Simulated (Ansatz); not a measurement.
# NaVS3 in P4mm, a phase reached by a soft mode: a soft mode frozen in, part 2 of 2

Which phase does NaVS3 in P4mm, a phase reached by a soft mode fall into along its unstable mode, and how much energy does it gain?

Ansatz 0.2.0; DFT PBEsol, scalar-relativistic, plane waves, PAW; PAW set soft_1.

So far. Step 4 (The mode frozen in, largest atomic shift 0.32 Å): The run ends at a pressure of 0.00 GPa, with forces up to 0.41 eV/Å. Step 5 (Energy along the mode, all amplitudes (two of the runs …): The lowest of the steps tried is at 0.32 Å, 12.8 meV/atom below the parent; the bottom of the well need not coincide with a step.

The structure was built from a prototype and need not be the compound's stable phase.

### 6. Relaxing from the distorted cell

Starting from the lowest point found, all atoms and the cell are let go, so that strain and other modes of the same symmetry can join in.

The input, input.yaml:

```yaml
crystal:
  lattice:
    - [4.332306063, 0.0, 0.0]
    - [0.0, 4.332306063, 0.0]
    - [0.0, 0.0, 5.603351591]
  atoms:
    - { symbol: Na, position: [0.0, 0.0076392385, 0.5595514499] }
    - { symbol: V, position: [0.5, 0.462550874, 0.0738971377] }
    - { symbol: S, position: [0.5, 0.4772579044, 0.4434739098] }
    - { symbol: S, position: [0.5, 0.0029049542, 0.9458118255] }
    - { symbol: S, position: [0.0, 0.5738636641, 0.9458118255] }
kpoints:
  mp_grid: { grid: [8, 8, 6] }
hamiltonian:
  xc: pbesol
  pseudopotentials: { kind: paw, azcp: { folder: soft_1 }, xc_functional: pbe }
scf:
  occupations: { method: methfessel_paxton, width: 0.2 }
output:
  forces: true
  stress: true
  eigenvalues: true
relax:
  adjacent_minimum: "off"
  f_tol: 0.002
  max_steps: 120
  cell: { stress_tol: 0.03 }
```

Run with:

```sh
$ ansatz run input.yaml --threads 8 --pin off --max-ram 16384MiB --backend cpu --events-out ev --progress --plain --runs-dir out
```

Numbers of over 12 decimals in the logs are rounded to 6 here.

What it wrote:

```text
[...]
Crystal: 5 atoms, lattice volume = 105.169 Å³
Basis set: ecut = 420 eV, 2059 PW (Γ), exchange–correlation on 60×60×80 points (8 copies of the dense FFT grid, shifted against one another)
Bands: 25, of which v1, the nominal top of the filled ones, is band 20 counted from 1 (19 counted from 0)
Symmetry: 2 space group operations
[...]
k-points: 130 of 384 (time reversal used)
[...]
SCF iter   1: F=—  HF=-7021.778002 eV  |F-HF|=—  |Δ(HF+E_count)|=         —  Δρ=1.16e-1  dr2=2.44e1  ethr=3.10e-3  ⟨swp⟩=6.3  Hψ=15242  notcnv=0
[...]
SCF iter  10: F=-7019.518614 eV  HF=-7019.518614 eV  |F-HF|=1.90e-9  |Δ(HF+E_count)|=   3.75e-9  S|Δr|=    0.00e0  Δρ=7.27e-6  dr2=8.50e-8  ethr=2.50e-10  ⟨swp⟩=4.4  Hψ=15854  notcnv=0
SCF 1 converged in 10 iterations: F = -7019.518614 eV  dr2 = 8.50e-8
[...]
relax step   1: F+E_penalty+E_count = -7019.51861432 eV  Δ(F+E_penalty+E_count) = +0.000e0 eV  max|allowed force component| = 4.074e-1 eV/Å  Δτ_max = 0.0000 Å  P = -0.004 GPa  Ω = 105.169 Å³  (10 SCF iters, dr2 threshold 1.00e-7 eV, accepted)
Crystal: 5 atoms, lattice volume = 104.852 Å³
Basis set: ecut = 420 eV, 2045 PW (Γ), exchange–correlation on 60×60×80 points (8 copies of the dense FFT grid, shifted against one another)
[...]
iter 1 solved again at ethr=2.98e-5 eV; its pass at ethr=3.10e-3 eV (dr2=1.19e-2 eV) is discarded
[...]
SCF iter   6: F=-7019.557250 eV  HF=-7019.557251 eV  |F-HF|=5.24e-8  |Δ(HF+E_count)|=   1.46e-7  S|Δr|=    0.00e0  Δρ=8.66e-6  dr2=8.89e-8  ethr=1.06e-9  ⟨swp⟩=3.0  Hψ=12398  notcnv=0
SCF 2 converged in 6 iterations: F = -7019.557250 eV  dr2 = 8.89e-8
relax step   2: F+E_penalty+E_count = -7019.55725048 eV  Δ(F+E_penalty+E_count) = -3.864e-2 eV  max|allowed force component| = 7.260e-2 eV/Å  Δτ_max = 0.0453 Å  P = -0.218 GPa  Ω = 104.852 Å³  energy of the carried Pulay correction = +8.159e-5 eV  (6 SCF iters, dr2 threshold 5.00e-7 eV, accepted)
Crystal: 5 atoms, lattice volume = 104.240 Å³
Basis set: ecut = 420 eV, 2029 PW (Γ), exchange–correlation on 60×60×80 points (8 copies of the dense FFT grid, shifted against one another)
[...]
SCF iter   6: F=-7019.567598 eV  HF=-7019.567598 eV  |F-HF|=1.34e-9  |Δ(HF+E_count)|=   4.18e-8  S|Δr|=    0.00e0  Δρ=6.30e-6  dr2=3.64e-8  ethr=1.25e-9  ⟨swp⟩=7.0  Hψ=14635  notcnv=0
SCF 3 converged in 6 iterations: F = -7019.567598 eV  dr2 = 3.64e-8
relax step   3: F+E_penalty+E_count = -7019.56759752 eV  Δ(F+E_penalty+E_count) = -1.035e-2 eV  max|allowed force component| = 9.657e-2 eV/Å  Δτ_max = 0.0270 Å  P = +0.001 GPa  Ω = 104.240 Å³  energy of the carried Pulay correction = +2.400e-4 eV  (6 SCF iters, dr2 threshold 5.00e-7 eV, accepted)
[... from here on, the SCF cycles and remarks between the steps are left out ...]
relax step   4: F+E_penalty+E_count = -7019.57186592 eV  Δ(F+E_penalty+E_count) = -4.268e-3 eV  max|allowed force component| = 2.700e-2 eV/Å  Δτ_max = 0.0364 Å  P = +0.015 GPa  Ω = 104.299 Å³  energy of the carried Pulay correction = +2.247e-4 eV  (6 SCF iters, dr2 threshold 5.00e-7 eV, accepted)
relax step   5: F+E_penalty+E_count = -7019.57226068 eV  Δ(F+E_penalty+E_count) = -3.948e-4 eV  max|allowed force component| = 1.277e-2 eV/Å  Δτ_max = 0.0084 Å  P = +0.037 GPa  Ω = 104.227 Å³  energy of the carried Pulay correction = +2.432e-4 eV  (6 SCF iters, dr2 threshold 4.56e-8 eV, accepted)
relax step   6: F+E_penalty+E_count = -7019.57232715 eV  Δ(F+E_penalty+E_count) = -6.647e-5 eV  max|allowed force component| = 9.509e-3 eV/Å  Δτ_max = 0.0086 Å  P = -0.005 GPa  Ω = 104.413 Å³  energy of the carried Pulay correction = +1.952e-4 eV  (5 SCF iters, dr2 threshold 1.33e-8 eV, accepted)
relax step   7: F+E_penalty+E_count = -7019.57238167 eV  Δ(F+E_penalty+E_count) = -5.452e-5 eV  max|allowed force component| = 4.513e-3 eV/Å  Δτ_max = 0.0043 Å  P = -0.019 GPa  Ω = 104.384 Å³  energy of the carried Pulay correction = +2.026e-4 eV  (6 SCF iters, dr2 threshold 5.65e-9 eV, accepted)
relax step   8: F+E_penalty+E_count = -7019.57240977 eV  Δ(F+E_penalty+E_count) = -2.811e-5 eV  max|allowed force component| = 2.694e-3 eV/Å  Δτ_max = 0.0033 Å  P = +0.000 GPa  Ω = 104.332 Å³  energy of the carried Pulay correction = +2.162e-4 eV  (6 SCF iters, dr2 threshold 2.75e-9 eV, accepted)
relax step   9: F+E_penalty+E_count = -7019.57241428 eV  Δ(F+E_penalty+E_count) = -4.508e-6 eV  max|allowed force component| = 1.656e-3 eV/Å  Δτ_max = 0.0013 Å  P = -0.004 GPa  Ω = 104.330 Å³  energy of the carried Pulay correction = +2.166e-4 eV  (5 SCF iters, dr2 threshold 4.53e-10 eV, accepted)
relax step  10: F+E_penalty+E_count = -7019.57242038 eV  Δ(F+E_penalty+E_count) = -6.094e-6 eV  max|allowed force component| = 1.047e-3 eV/Å  Δτ_max = 0.0021 Å  P = -0.003 GPa  Ω = 104.317 Å³  energy of the carried Pulay correction = +2.200e-4 eV  (7 SCF iters, accepted)
[...]
SCF iter   1: F=—  HF=-7019.571760 eV  |F-HF|=—  |Δ(HF+E_count)|=         —  Δρ=3.37e-4  dr2=3.06e-6  ethr=2.88e-6  ⟨swp⟩=3.0  Hψ=24179  notcnv=0
eigensolver tolerance schedule: the retry pair's looser diagonalisation over-reported the residual by 375.55 of it (diagonalisation noise at 0.54 of the residual, at the tolerance the schedule requests for it); recorded, not acted on — ethr = c·dr2/N_el stays at c = 1.0e-1
SCF iter   2: F=—  HF=-7019.572716 eV  |F-HF|=—  |Δ(HF+E_count)|=   9.56e-4  S|Δr|=    0.00e0  Δρ=2.77e-5  dr2=1.27e-6  ethr=7.64e-9  ⟨swp⟩=2.7  Hψ=5962  notcnv=0
[...]
SCF iter   7: F=-7019.572716 eV  HF=-7019.572716 eV  |F-HF|=3.64e-12  |Δ(HF+E_count)|=  1.00e-11  S|Δr|=    0.00e0  Δρ=6.85e-8  dr2=6.49e-12  ethr=1.00e-12  ⟨swp⟩=6.4  Hψ=18238  notcnv=0
SCF 11 converged in 7 iterations: F = -7019.572716 eV  dr2 = 6.49e-12
relax step  11: F+E_penalty+E_count = -7019.57271590 eV  Δ(F+E_penalty+E_count) = -2.955e-4 eV  max|allowed force component| = 1.308e-3 eV/Å  Δτ_max = 0.0000 Å  P = +0.003 GPa  Ω = 104.317 Å³  stress off target by 2.70e-2 GPa  SCF on the basis re-selected at this cell (its energy is not comparable with the rows above)  (7 SCF iters)
basis re-selected at this cell: Δ(F+E_penalty+E_count) = -2.955e-4 eV, ΔP = +0.006 GPa vs the last step (what re-selecting the basis moved, of the pressure what is left beyond the Pulay correction that the steps carried, after the strain that the cell walked since its last selection, with what the two solves' SCF thresholds leave and, on support functions, any second-order correction that the steps lacked; it is no m [...]
SCF converged after 7 iterations
[...]
Free energy (F): -7019.572716 eV
[...]
Internal energy: -7019.577314 eV  (E = F + TS)
E sigma→0 (E₀):  -7019.573865 eV
Entropy (-TS):   0.004598 eV (0.920 meV/atom)
Fermi energy:    6.110199 eV
[...]
--- Forces (eV/Å), atoms counted from 1 ---
  atom   1  Na     0.00000000    -0.00015989    -0.00048808
  atom   2  V      0.00000000     0.00130837     0.00024036
  atom   3  S      0.00000000    -0.00022025    -0.00036825
  atom   4  S      0.00000000    -0.00039339     0.00045166
  atom   5  S      0.00000000    -0.00053516     0.00016589
  max |Σ_I F_I| component: 1.57e-6 eV/Å
--- Stress (GPa, compression-positive) ---
       -0.007958       0.000000       0.000000
        0.000000       0.006333      -0.017589
        0.000000      -0.017589       0.011951
  P = ⅓ Tr σ = 0.0034 GPa (0.034 kbar)
--- Band table (eV; the first three rows and the last of 130) ---
  k-point 0: bands = [... 16 lower, 3.5498, 3.9039, 4.4948, 5.1911, 6.2100, 7.5589, 7.9047, 8.4043, ... 1 higher]
  k-point 1: bands = [... 16 lower, 3.5535, 3.8737, 4.4897, 5.1824, 6.2335, 7.5743, 7.8901, 8.3140, ... 1 higher]
  k-point 2: bands = [... 16 lower, 3.5610, 3.8048, 4.4793, 5.1830, 6.2815, 7.6085, 7.9902, 8.2235, ... 1 higher]
  k-point 129: bands = [... 16 lower, 3.0576, 4.6324, 4.8532, 6.1516, 6.1757, 6.7171, 7.3699, 7.3885, ... 1 higher]
--- Relaxed structure (10 steps of the walk, 10 accepted, 1 SCFs on fresh bases) ---
  F+E_penalty+E_count = -7019.57271590 eV   max|allowed force component| = 1.308e-3 eV/Å   (the final SCF, on the basis selected at the relaxed cell)
  cell:  # Å, volume = 104.3170 Å³
    - [4.223139, 0.0, 0.0]
    - [0.0, 4.342840, -0.187128]
    - [0.0, -0.242029, 5.698250]
  atoms:
    - { symbol: Na, position: [0.0, 0.00577138, 0.547727] }
    - { symbol: V, position: [0.5, 0.463383, 0.078124] }
    - { symbol: S, position: [0.5, 0.486513, 0.445268] }
    - { symbol: S, position: [0.5, -0.00943796, 0.947822] }
    - { symbol: S, position: [0.0, 0.577987, 0.949604] }
```

Elapsed: 42 s, on 8 threads of Arm Neoverse V2, shared host; peak memory 0.68 GiB.

Relaxation path:

```csv
step,energy less that of the first step (eV),largest force component (eV/Å),pressure (GPa),volume (Å³)
1,0.0000,0.4074,0.00,105.17
2,-0.0386,0.0726,-0.22,104.85
3,-0.0490,0.0966,0.00,104.24
4,-0.0533,0.0270,0.02,104.30
5,-0.0536,0.0128,0.04,104.23
6,-0.0537,0.0095,-0.01,104.41
7,-0.0538,0.0045,-0.02,104.38
8,-0.0538,0.0027,0.00,104.33
9,-0.0538,0.0017,0.00,104.33
10,-0.0538,0.0010,0.00,104.32
11*,-0.0541,0.0013,0.00,104.32
```

Relaxation steps marked * repeat the geometry before them on a plane-wave basis chosen anew for their cell, so energy and pressure can jump there.

Forces are held to the 2 operations that the run works with; a distortion that breaks them can't arise in this run.

```csv
cell as run,before,after,change
a (Å),4.332,4.223,-2.5 %
b (Å),4.332,4.347,+0.3 %
c (Å),5.603,5.703,+1.8 %
α (°),90.00,94.90,+5.4 %
volume (Å³/atom),21.03,20.86,-0.8 %
```

The atoms that moved most (Å, as changes of fractional coordinates times the final cell):

```csv
atom,dx,dy,dz,length
Na1,0.000,-0.005,-0.067,0.067
S4,0.000,-0.054,0.014,0.056
S3,0.000,0.040,0.008,0.041
S5,0.000,0.017,0.021,0.027
V2,0.000,0.003,0.024,0.024
```

Numbers from this step:

```yaml
pressure: 0.003442 GPa
volume_per_atom: 20.86 Å³
```

The distorted start has space group Pm; the relaxation ends in Pm.

### 7. The new phase in its own primitive cell

The relaxed structure is symmetrised, reduced to its primitive cell and relaxed tightly, as its phonons need.

input.yaml, the sections that differ from step 6:

```yaml
crystal:
  lattice:
    - [4.3468699924, 0.0, 0.0]
    - [0.0, 4.2231386876, 0.0]
    - [-0.487108421, 0.0, 5.6825481994]
  atoms:
    - { symbol: Na, position: [0.0057713803, 0.0, 0.5477274547] }
    - { symbol: V, position: [0.4633827399, 0.5, 0.0781237952] }
    - { symbol: S, position: [0.4865130113, 0.5, 0.4452682105] }
    - { symbol: S, position: [0.9905620431, 0.5, 0.9478222421] }
    - { symbol: S, position: [0.5779874606, 0.0, 0.9496044459] }
relax:
  adjacent_minimum: "off"
  f_tol: 0.001
  max_steps: 60
  cell: { stress_tol: 0.01 }
# kpoints, hamiltonian, scf, output: as in step 6
```

What it wrote:

```text
[...]
Crystal: 5 atoms, lattice volume = 104.317 Å³
Basis set: ecut = 420 eV, 2013 PW (Γ), exchange–correlation on 60×60×80 points (8 copies of the dense FFT grid, shifted against one another)
Bands: 25, of which v1, the nominal top of the filled ones, is band 20 counted from 1 (19 counted from 0)
Symmetry: 2 space group operations
[...]
k-points: 130 of 384 (time reversal used)
[...]
cell:  # Å, volume = 104.3494 Å³
    - [4.346850, 1.3228308189858989e-18, -0.00397167]
    - [1.285177154728871e-18, 4.222059, -8.037719743919578e-19]
    - [-0.492298, -1.2297710268439957e-18, 5.686240]
  atoms:
    - { symbol: Na, position: [0.00571441, 0, 0.547838] }
    - { symbol: V, position: [0.463441, 0.500000, 0.078173] }
    - { symbol: S, position: [0.486868, 0.500000, 0.445115] }
    - { symbol: S, position: [0.990382, 0.500000, 0.947794] }
    - { symbol: S, position: [0.577811, 0, 0.949626] }
[key lines of the parts left out:]
SCF converged after 6 iterations
Free energy (F): -7019.572728 eV
Fermi energy:    6.107390 eV
P = ⅓ Tr σ = -0.0011 GPa (-0.011 kbar)
```

Run time: 16 s. Hardware: 8 threads; peak memory 0.67 GiB; 2 min of CPU time.

The steps of the relaxation:

```csv
step,energy less that of the first step (eV),largest force component (eV/Å),pressure (GPa),volume (Å³)
1,0.0000,0.0013,0.00,104.32
2,0.0000,0.0012,0.00,104.33
3,0.0000,0.0006,0.00,104.35
4*,0.0000,0.0006,0.00,104.35
```

Relaxation steps marked * repeat the geometry before them on a plane-wave basis chosen anew for their cell, so energy and pressure can jump there.

Forces are held to the 2 operations that the run works with; a distortion that breaks them can't arise in this run.

```csv
cell as run,before,after,change
a (Å),4.347,4.347,-0.0 %
b (Å),4.223,4.222,-0.0 %
c (Å),5.703,5.708,+0.1 %
β (°),94.90,95.00,+0.1 %
volume (Å³/atom),20.86,20.87,+0.0 %
```

Final coordinates:

```cif
data_structure
_symmetry_space_group_name_H-M 'P 1'
_symmetry_Int_Tables_number 1
_cell_length_a 4.3469
_cell_length_b 4.2221
_cell_length_c 5.7075
_cell_angle_alpha 90.000
_cell_angle_beta 95.001
_cell_angle_gamma 90.000
_cell_volume 104.35
loop_
_atom_site_label
_atom_site_type_symbol
_atom_site_fract_x
_atom_site_fract_y
_atom_site_fract_z
_atom_site_occupancy
Na1 Na 0.00571 0.00000 0.54784 1
V2 V 0.46344 0.50000 0.07817 1
S3 S 0.48687 0.50000 0.44511 1
S4 S 0.99038 0.50000 0.94779 1
S5 S 0.57781 0.00000 0.94963 1
```

This step gave:

```yaml
pressure: -0.001082 GPa
volume_per_atom: 20.87 Å³
```

The largest force component left is 0.59 meV/Å and the pressure is -0.001 GPa, within the tolerances set. The cell now holds 20.87 Å³/atom.

### 8. Modes of the new phase

A relaxed structure may still be a saddle point, so its zone-centre modes are computed. No field response is asked, since the mesh shows no gap.

input.yaml, the sections that differ from step 7:

```yaml
crystal:
  lattice:
    - [4.3468502755, 0.0, -0.0039716669]
    - [0.0, 4.2220590546, 0.0]
    - [-0.4922982667, 0.0, 5.6862404636]
  atoms:
    - { symbol: Na, position: [0.0057144129, 0.0, 0.5478375301] }
    - { symbol: V, position: [0.4634407877, 0.5, 0.0781734044] }
    - { symbol: S, position: [0.4868684542, 0.5, 0.445114542] }
    - { symbol: S, position: [0.9903815404, 0.5, 0.9477944732] }
    - { symbol: S, position: [0.57781144, 0.0, 0.9496261987] }
output:
  eigenvalues: true
phonons:
  method: dfpt
# kpoints, hamiltonian, scf: as in step 7
# relax: removed
```

What it wrote:

```text
[...]
Crystal: 5 atoms, lattice volume = 104.349 Å³
Basis set: ecut = 420 eV, 2013 PW (Γ), exchange–correlation on 60×60×80 points (8 copies of the dense FFT grid, shifted against one another)
Bands: 25, of which v1, the nominal top of the filled ones, is band 20 counted from 1 (19 counted from 0)
Symmetry: 2 space group operations
k-points: 130 of 384 (time reversal used)
[...]
SCF iter   1: F=—  HF=-7021.992911 eV  |F-HF|=—  |Δ(HF+E_count)|=         —  Δρ=1.19e-1  dr2=2.60e1  ethr=3.10e-3  ⟨swp⟩=6.2  Hψ=15284  notcnv=0
[...]
SCF iter  16: F=-7019.572728 eV  HF=-7019.572728 eV  |F-HF|=1.82e-12  |Δ(HF+E_count)|=  3.64e-12  S|Δr|=    0.00e0  Δρ=2.63e-8  dr2=1.32e-12  ethr=1.00e-12  ⟨swp⟩=6.0  Hψ=14035  notcnv=0
SCF 1 converged in 16 iterations: F = -7019.572728 eV  dr2 = 1.32e-12
[...]
SCF converged after 16 iterations
[...]
Free energy (F): -7019.572728 eV
[...]
Internal energy: -7019.577271 eV  (E = F + TS)
E sigma→0 (E₀):  -7019.573864 eV
Entropy (-TS):   0.004543 eV (0.909 meV/atom)
Fermi energy:    6.107389 eV
[...]
--- Band table (eV; the first three rows and the last of 130) ---
  k-point 0: bands = [... 16 lower, 3.5482, 3.9022, 4.4920, 5.1906, 6.2084, 7.5561, 7.9034, 8.4038, ... 1 higher]
  k-point 1: bands = [... 16 lower, 3.5522, 3.8718, 4.4868, 5.1810, 6.2314, 7.5718, 7.8885, 8.3130, ... 1 higher]
  k-point 2: bands = [... 16 lower, 3.5602, 3.8020, 4.4763, 5.1799, 6.2784, 7.6071, 7.9864, 8.2216, ... 1 higher]
  k-point 129: bands = [... 16 lower, 3.0562, 4.6272, 4.8474, 6.1481, 6.1719, 6.7143, 7.3674, 7.3815, ... 1 higher]
[...]
ASR residual: 1.877e-5 → 0.000e0 eV/Å²; symmetrization residual: 4.802e-6 eV/Å²
  ASR residual per site (eV/Å²): 1.88e-5 1.82e-5 1.14e-5 1.26e-5 1.03e-5
[...]
```

Elapsed: 58 s, on 8 threads; peak memory 1.4 GiB; 7 min of CPU time.

This step gave:

* sum-rule residual before enforcement: 1.88e-5 eV/Å²
* point group: m
* highest optical mode at the zone centre (no LO-TO term): 514.1 cm⁻¹
* lowest optical zone-centre mode: 54.63 cm⁻¹

Patterns of degenerate modes are one choice out of their space. Modes at Γ, with each element's share of the kinetic energy:

```csv
mode,frequency (cm⁻¹),symmetry,Na %,V %,S %
1,0.0,acoustic,14,30,57
2,0.0,acoustic,14,30,57
3,0.0,acoustic,14,30,57
4,54.6,A',65,5,30
5,87.3,A'',66,7,27
6,88.7,A',58,5,37
7,105.4,A',46,3,51
8,116.0,A'',17,4,79
9,160.4,A',3,4,93
10,175.4,A'',3,31,65
11,186.0,A',0,21,79
12,250.6,A',0,24,76
13,353.3,A'',0,27,73
14,428.9,A',0,35,65
15,514.1,A',0,43,57
```

Displacements in mode 4 (54.6 cm⁻¹), the largest set to 1:
```
Na1  0.90  0.00  1.00
V2  -0.20  0.00 -0.15
S3   0.33  0.00 -0.17
S4  -0.30  0.00  0.16
S5  -0.35  0.00 -0.46
```

Displacements in mode 10 (175.4 cm⁻¹), the largest set to 1:
```
Na1  0.00 -0.37  0.00
V2   0.00 -0.77  0.00
S3   0.00  0.90  0.00
S4   0.00  1.00  0.00
S5   0.00 -0.41  0.00
```

Before it was imposed, the acoustic sum rule was missed by 1.9e-5 eV/Å². Small misses are needed for a sound result but don't prove that mesh and cutoff are converged. The lowest optical mode is real, 54.6 cm⁻¹.

### 9. The phases reached

The phases reached along the modes that were followed are set side by side.

Energies are those of the first relaxation, on the mesh of the frozen mode; space group, volume and gap are those of the last relaxation. Phases, by row:

```csv
mode frozen in,space group,energy from parent (meV/atom),volume (Å³/atom),gap on mesh (eV),lowest zone-centre optical mode (cm⁻¹),largest shift (Å)
parent,P4mm,0,21.03,0,–,–
"q = (0, 0, 0), 120i cm⁻¹",Cm,-14.42,20.89,0,-99.4,0.188
"q = (0, 0, 0), 120i cm⁻¹",Pm,-23.6,20.87,0,54.6,0.317
```

### 10. Summary of results

| Quantity | Value |
| --- | --- |
| unstable mode of the parent | q = (0, 0, 0), 120i cm⁻¹ |
| depth at the lowest point sampled | 12.8 meV/atom |
| largest atomic shift at that point | 0.32 Å |
| space group reached (within 0.01 Å) | Pm |
| energy gained over the parent (first relaxation, on the mesh of the frozen mode) | 23.6 meV/atom |
| volume per atom, phase reached | 20.9 Å³ |
| lowest optical zone-centre mode, phase reached | 54.6 cm⁻¹ |
| highest optical mode at the zone centre (no LO-TO term), phase reached | 514 cm⁻¹ |

**Reading.** Along this mode the structure falls into Pm, 23.6 meV/atom below the parent. At the parent's cell the well is 12.83 meV/atom deep on the steps tried, with its lowest point at a shift of 0.32 Å. Relaxing atoms and cell changes the gain by +10.77 meV/atom against the lowest step (energies at zero smearing). The new phase has no imaginary mode at the zone centre of its cell; other wavevectors were not checked. Of the 2 patterns followed to their end from this parent, this one reaches the lowest energy. Each path keeps the symmetry of its pattern, so a lower phase may lie along a pattern not tried. With no gap, or one that is small against the smearing, the frequencies hang on the k mesh and the smearing, most of all near Kohn anomalies. The phonon runs are without spin polarisation, although V often carries a moment. The PAW files were made for PBE and serve the other functionals too. The starting cell was built on a prototype and not taken from a measurement, so the phase need not exist.

[Logs are printed without paths, hosts, clocks, repeated set-up lines and the standing remarks that a program may print on its own settings, such as how far it seeks lower states.]

[Hosts, paths, dates, database ids (printed as entryN), source tags and the programs' standing remarks are cut or masked in the printed files.]
